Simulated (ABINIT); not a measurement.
# A GW run on AgCl (Fm-3m) in ABINIT, with inputs changed

Aim: change inputs of a GW run on AgCl (Fm-3m) and see what moves.

Program: ABINIT 10.8.3. Level of theory: PBE and many-body steps on it, plane waves. Results are calculated unless marked as measured.

### Step 1. The starting structure

The structure is cubic, space group Fm-3m (No. 225). Conventional cell: a = 5.597 Å, b = 5.597 Å, c = 5.597 Å, α = 90.00°, β = 90.00°, γ = 90.00°. Nearest to Ag lie 6 Cl at 2.80 Å. Cl has 6 Ag at 2.80 Å nearest. Farther neighbours and most contacts between anions are not listed.

 The runs that relaxed it are not among those shown.

### Step 2. Screening, 6×6×6 mesh, 173 bands, screening to 212.2 eV

This step: ABINIT 10.8.3; RPA screening on PBE, plane waves, norm-conserving pseudopotentials.

The RPA dielectric matrix is built and inverted for each q.

Input file run.abi:

```
acell 3*1.0 Angstrom
rprim 
  0.000000000000 2.798500000000 2.798500000000
  2.798500000000 0.000000000000 2.798500000000
  2.798500000000 2.798500000000 -0.000000000000
ntypat 2
znucl 47 17
natom 2
typat 1 2
xred 
  0.000000000000 0.000000000000 0.000000000000
  0.500000000000 0.500000000000 0.500000000000
pp_dirpath "pseudos"
pseudos "Ag.upf, Cl.upf"
ecut 37
ngkpt 6 6 6
nshiftk 1
shiftk 0 0 0
kptopt 1
chksymbreak 0
istwfk *1
occopt 1
irdwfk 1
optdriver 3
nband 173
ecuteps 7.8
inclvkb 2
awtr 1
symchi 1
indata_prefix "in"
outdata_prefix "out"
tmpdata_prefix "tmp"
```

Command:

```sh
> OMP_NUM_THREADS=1 mpirun -n 8 abinit run.abi > log
```

Log:

```text
.Version 10.8.3 of ABINIT. v10.8.2 released Aug 2026.

 Symmetries : space group Fm -3 m (#225); Bravais cF (face-center cubic)
[... echo of the input left out ...]
== DATASET  1 ==================================================================
-   mpi_nproc: 8, omp_nthreads: 1 (-1 if OMP is not activated)

--- !DatasetInfo
iteration_state: {dtset: 1, }
dimensions: {natom: 2, nkpt: 16, mband: 173, nsppol: 1, nspinor: 1, nspden: 1, mpw: 3218, }
cutoff_energies: {ecut:  37.0, pawecutdg:  -1.0, }
electrons: {nelect:   2.60000000E+01, charge:   0.00000000E+00, occopt:   1.00000000E+00, tsmear:   1.00000000E-02, }

 SCREENING: Calculation of the susceptibility and dielectric matrices

 Based on a program developped by R.W. Godby, V. Olevano, G. Onida, and L. Reining.
 Incorporated in ABINIT by V. Olevano, G.-M. Rignanese, and M. Torrent.
.Using double precision arithmetic ; gwpc =  8

[... cell and pseudopotentials left out ...]
--------------------------------------------------------------------------------

 ==== K-mesh for the wavefunctions ====
 Number of points in the irreducible wedge :    16
[... list of points left out ...]
 Together with 48 symmetry operations and time-reversal symmetry
 yields   216 points in the full Brillouin Zone.

 ==== Q-mesh for the screening function ====
 Number of points in the irreducible wedge :    16
[... list of points left out ...]
 Together with 48 symmetry operations and time-reversal symmetry
 yields   216 points in the full Brillouin Zone.

 setmesh: FFT mesh size selected  =    30x   30x   30
          total number of points  =        27000

 vcoul_init : cutoff-mode = AUXILIARY_FUNCTION
 q-points for optical limit:   1
     1)      0.000010    0.000020    0.000030

- screening: taking advantage of time-reversal symmetry
- Maximum band index for partially occupied states nbvw = 13
- Remaining bands to be divided among processors   nbcw = 160
- Number of bands treated by each node ~20

 Number of electrons calculated from density =   26.0000; Expected =   26.0000
 average of density, n =  0.087896
 r_s =    1.3952
 omega_plasma =   28.5984 [eV]

 calculating chi0 at frequencies [eV] :
  1    0.000000E+00    0.000000E+00
  2    0.000000E+00    2.859835E+01

--------------------------------------------------------------------------------
  q-point number  1        q = ( 0.000000, 0.000000, 0.000000) [r.l.u.]
--------------------------------------------------------------------------------
[... chi0 elements left out ...]
 For q-point:  0.000010 0.000020 0.000030
  dielectric constant =   4.8500
  dielectric constant without local fields =   5.3125

  Average fulfillment of the sum rule on Im[epsilon] for q-point    1 :     78.41  [%]
[... wings left out ...]
  q-point number  2        q = ( 0.166667, 0.000000, 0.000000) [r.l.u.]
--------------------------------------------------------------------------------
[... chi0 elements left out ...]
  Average fulfillment of the sum rule on Im[epsilon] for q-point    2 :     89.59  [%]

 [... 14 further q-points ...]
```

Run time: 4.1 min. Hardware: 8 MPI ranks of Arm Neoverse V1, shared host; peak memory 3 GiB; 33 min of CPU time.

This step gave:

- ε∞ with local fields, on this mesh, along the program's q direction: 4.85
- the same without local fields: 5.312
- plasma frequency: 28.60 eV
- plane waves in the screening matrix: 331

Local fields lower ε∞ by 9 %.

### Step 3. Base

The self-energy is evaluated for the states that the input lists, and the levels follow from it, in one-shot runs by the linearised quasiparticle equation.

This step: G0W0 on PBE, plane waves, norm-conserving pseudopotentials.

Edit run.abi of step 2 so:

```diff
@@ -23,8 +23,17 @@
 irdwfk 1
-optdriver 3
+optdriver 4
 nband 173
+gwcalctyp 0
+ecutsigx 37
+symsigma 1
+nkptgw 2
+kptgw 
+  0.5000000000 0.0000000000 0.0000000000
+  0.0000000000 0.0000000000 0.0000000000
+bdgw 
+  12 15
+  11 17
 ecuteps 7.8
-inclvkb 2
-awtr 1
-symchi 1
+irdscr 1
+ppmodel 1
 indata_prefix "in"
```

Log:

```text
.Version 10.8.3 of ABINIT. v10.8.2 released Aug 2026.

 Symmetries : space group Fm -3 m (#225); Bravais cF (face-center cubic)
[... echo of the input left out ...]
== DATASET  1 ==================================================================
-   mpi_nproc: 8, omp_nthreads: 1 (-1 if OMP is not activated)

--- !DatasetInfo
iteration_state: {dtset: 1, }
dimensions: {natom: 2, nkpt: 16, mband: 173, nsppol: 1, nspinor: 1, nspden: 1, mpw: 3218, }
cutoff_energies: {ecut:  37.0, pawecutdg:  -1.0, }
electrons: {nelect:   2.60000000E+01, charge:   0.00000000E+00, occopt:   1.00000000E+00, tsmear:   1.00000000E-02, }

 SIGMA: Calculation of the GW corrections

 Based on a program developped by R.W. Godby, V. Olevano, G. Onida, and L. Reining.
 Incorporated in ABINIT by V. Olevano, G.-M. Rignanese, and M. Torrent.
.Using double precision arithmetic ; gwpc =  8

[... cell and pseudopotentials left out ...]
--------------------------------------------------------------------------------

 ==== K-mesh for the wavefunctions ====
 Number of points in the irreducible wedge :    16
[... list of points left out ...]
 Together with 48 symmetry operations and time-reversal symmetry
 yields   216 points in the full Brillouin Zone.

 ==== Q-mesh for screening function ====
 Number of points in the irreducible wedge :    16
[... list of points left out ...]
 Together with 48 symmetry operations and time-reversal symmetry
 yields   216 points in the full Brillouin Zone.

 vcoul_init : cutoff-mode = AUXILIARY_FUNCTION
 q-points for optical limit:   1
     1)      0.000010    0.000020    0.000030
 setmesh: FFT mesh size selected  =    45x   45x   45
          total number of points  =        91125

 Number of electrons calculated from density =   26.0000; Expected =   26.0000
 average of density, n =  0.087896
 r_s =    1.3952
 omega_plasma =   28.5984 [eV]

 === KS Band Gaps ===
  >>>> For spin  1
   Minimum direct gap =   3.1244 [eV], located at k-point      :   0.0000  0.0000  0.0000
   Fundamental gap    =   0.9214 [eV], Top of valence bands at :   0.5000  0.0000  0.0000
                                       Bottom of conduction at :   0.0000  0.0000  0.0000
 SIGMA fundamental parameters:
 PLASMON POLE MODEL  1
 number of plane-waves for SigmaX                 3143
 number of plane-waves for SigmaC and W            331
 number of plane-waves for wavefunctions          3143
 number of bands                                   173
 number of independent spin polarizations            1
 number of spinorial components                      1
 number of k-points in IBZ                          16
 number of q-points in IBZ                          16
 number of symmetry operations                      48
 number of k-points in BZ                          216
 number of q-points in BZ                          216
 number of frequencies for dSigma/dE                 9
 frequency step for dSigma/dE [eV]                0.25
 number of omega for Sigma on real axis              0
 max omega for Sigma on real axis  [eV]           0.00
 zcut for avoiding poles [eV]                     0.10

 EPSILON^-1 parameters (SCR file):
 dimension of the eps^-1 matrix on file            331
 dimension of the eps^-1 matrix used               331
 number of plane-waves for wavefunctions          3143
 number of bands                                   173
 number of q-points in IBZ                          16
 number of frequencies                               2
 number of real frequencies                          1
 number of imag frequencies                          1

 matrix elements of self-energy operator (all in [eV])

 Perturbative Calculation

--- !SelfEnergy_ee
iteration_state: {dtset: 1, }
kpoint     : [   0.500,    0.000,    0.000, ]
spin       : 1
KS_gap     :    4.314
QP_gap     :    5.511
Delta_QP_KS:    1.198
data: !SigmaeeData |
     Band     E0 <VxcDFT>   SigX SigC(E0)      Z dSigC/dE  Sig(E)    E-E0       E
       12   4.308 -21.438 -26.414   3.626   0.794  -0.259 -22.510  -1.072   3.235
       13   4.308 -21.438 -26.414   3.626   0.794  -0.259 -22.510  -1.072   3.235
       14   8.621  -8.967  -4.827  -3.991   0.837  -0.195  -8.842   0.125   8.747
       15  10.699 -13.610  -7.677  -5.128   0.801  -0.248 -12.965   0.644  11.343

--- !SelfEnergy_ee
iteration_state: {dtset: 1, }
kpoint     : [   0.000,    0.000,    0.000, ]
spin       : 1
KS_gap     :    3.124
QP_gap     :    4.655
Delta_QP_KS:    1.531
data: !SigmaeeData |
     Band     E0 <VxcDFT>   SigX SigC(E0)      Z dSigC/dE  Sig(E)    E-E0       E
       11   2.105 -14.483 -18.724   2.577   0.789  -0.268 -15.795  -1.312   0.793
       12   2.105 -14.483 -18.724   2.577   0.789  -0.268 -15.795  -1.312   0.793
       13   2.105 -14.483 -18.724   2.577   0.789  -0.268 -15.795  -1.312   0.793
       14   5.229 -10.715  -6.617  -3.834   0.830  -0.205 -10.496   0.219   5.448
       15  15.026 -12.073  -6.782  -4.521   0.821  -0.219 -11.441   0.632  15.658
       16  15.026 -12.073  -6.782  -4.521   0.821  -0.219 -11.441   0.632  15.658
       17  15.026 -12.073  -6.782  -4.521   0.821  -0.219 -11.441   0.632  15.658

== END DATASET(S) ==============================================================
================================================================================

 -outvars: echo values of variables after computation  --------
           etotal      0.0000000000E+00
            nband         173
             nkpt          16
          spgroup         225
 [... the other variables as echoed above ...]

 Calculation completed.
```

Elapsed: 31 s, on 8 MPI ranks; peak memory 3.1 GiB.

This step gave:

```yaml
g0w0_gap_on_the_points_computed: 2.213 eV
starting_gap_on_the_mesh: 0.9214 eV
k_of_the_valence_top: 0.5, 0, 0
k_of_the_conduction_bottom: 0, 0, 0
z_at_the_valence_top: 0.794
z_at_the_conduction_bottom: 0.83
least_direct_g0w0_gap_on_the_computed_points: 4.655 eV
```

The gap on the mesh goes from 0.92 eV to 2.21 eV, a correction of +1.29 eV.

(Part 1 of 2 ends here.)

[Paths, hosts, dates, memory and timing lines, banners, echoed tables and standing remarks are left out of the program output.]

[Logs are printed without paths, hosts, clocks, repeated set-up lines and the standing remarks that a program may print on its own settings, such as how far it seeks lower states.]

[Runs of the session that timed out or met a known fault of the program may be left out.]

[No measured gap is set beside runs whose start may be inverted or whose files or cutoffs have a known fault.]

[Hosts, paths, dates, database ids (printed as entryN), source tags and the programs' standing remarks are cut or masked in the printed files.]

[G0W0 gaps are taken among the corrected bands and points alone; a level outside them can change the order at an edge.]

[Where Ansatz stands beside ABINIT at settings called matched, ABINIT's density can come from a denser mesh and the files from another edition; pairs whose starting gaps differed by over 0.03 eV were left out, so agreement reads better than it is.]
